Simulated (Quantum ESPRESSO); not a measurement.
# E(q) of MnSe from supercells

Wanted: E(q) of MnSe at simple fractions of a reciprocal vector.

Main program and level: Quantum ESPRESSO 7.5; LDA; plane waves with GBRV 1.5 LDA potentials, no spin-orbit coupling, flat spiral in a supercell.

The database entry behind the starting cell is an old determination (1938), so it need not match the best structure at ambient conditions.

## 1. The structure

It takes space group F-43m (No. 216, cubic). Conventional cell: a = 5.820 Å, b = 5.820 Å, c = 5.820 Å, α = 90.00°, β = 90.00°, γ = 90.00°. Nearest to Mn lie 4 Se at 2.52 Å. Nearest to Se lie 4 Mn at 2.52 Å. Farther neighbours and most contacts between anions are not listed.

The cell comes from the Crystallography Open Database.

## 2. Parallel moments, one cell

The input, pw.in:

```
&CONTROL
  calculation = 'scf'
  prefix = 'pwscf'
  outdir = './tmp'
  pseudo_dir = './pseudo'
  disk_io = 'nowf'
/
&SYSTEM
  ibrav = 0
  celldm(1) = 8
  nat = 2
  ntyp = 2
  ecutwfc = 40
  ecutrho = 280
  nbnd = 34
  occupations = 'smearing'
  smearing = 'fd'
  degauss = 0.00999582
  noncolin = .true.
  starting_magnetization(1) = 0.3
  angle1(1) = 90
  angle2(1) = 0
  starting_magnetization(2) = 0
/
&ELECTRONS
  conv_thr = 4d-09
  electron_maxstep = 150
  mixing_beta = 0.3
/
ATOMIC_SPECIES
Mn     54.9380 mn_lda_v1.5.uspp.F.UPF
Se     78.9710 se_lda_v1.uspp.F.UPF
CELL_PARAMETERS alat
   0.0000000000000    0.6873878778326    0.6873878778326
   0.6873878778326    0.0000000000000    0.6873878778326
   0.6873878778326    0.6873878778326    0.0000000000000
ATOMIC_POSITIONS crystal
Mn      0.0000000000    0.0000000000    0.0000000000
Se      0.2500000000    0.2500000000    0.2500000000
K_POINTS automatic
6 12 6 0 0 0
```

Started as:

```
$ OMP_NUM_THREADS=1 mpirun -n 4 pw.x -nk 4 -in pw.in > pw.out
```

Then come: one turn in 2 cells along the input cell's b; one turn in 3 cells along the input cell's b; one turn in 4 cells along the input cell's b; A faulty input; the spirals together.

**Question.** What will these runs give for the lowest point?

The state at q = 0.5 lies 179 meV a seeded atom under the parallel one, with neighbouring cells opposed. The moment changes by 1.7 % between the spirals. The cell of 4 repeats took 26 times the CPU time of the single cell, though its mesh is shorter in proportion.

```
lowest point  : q = 0.5 along b*, -179 meV a seeded atom
highest point : q = 0, 0 meV a seeded atom
```

Here b and b* are vectors of the cell in the input, which need not be the conventional cell, and only this direction was probed. The mesh is coarse, so differences of some ten meV can be noise in a metal. Energies are free energies at an electronic temperature of 1580 K, which lowers moments and differences where the moments are itinerant.

[Logs and program files are shortened in this print: banners, set-up blocks, solver, clock and traceback lines can be left out without a mark of their own.]

[Logs are printed without paths, hosts, clocks, repeated set-up lines and the standing remarks that a program may print on its own settings, such as how far it seeks lower states.]

[Hosts, paths, dates, database ids (printed as entryN), source tags and the programs' standing remarks are cut or masked in the printed files.]

[Where a cell is said to come from a database of computed structures, the database is the Materials Project.]
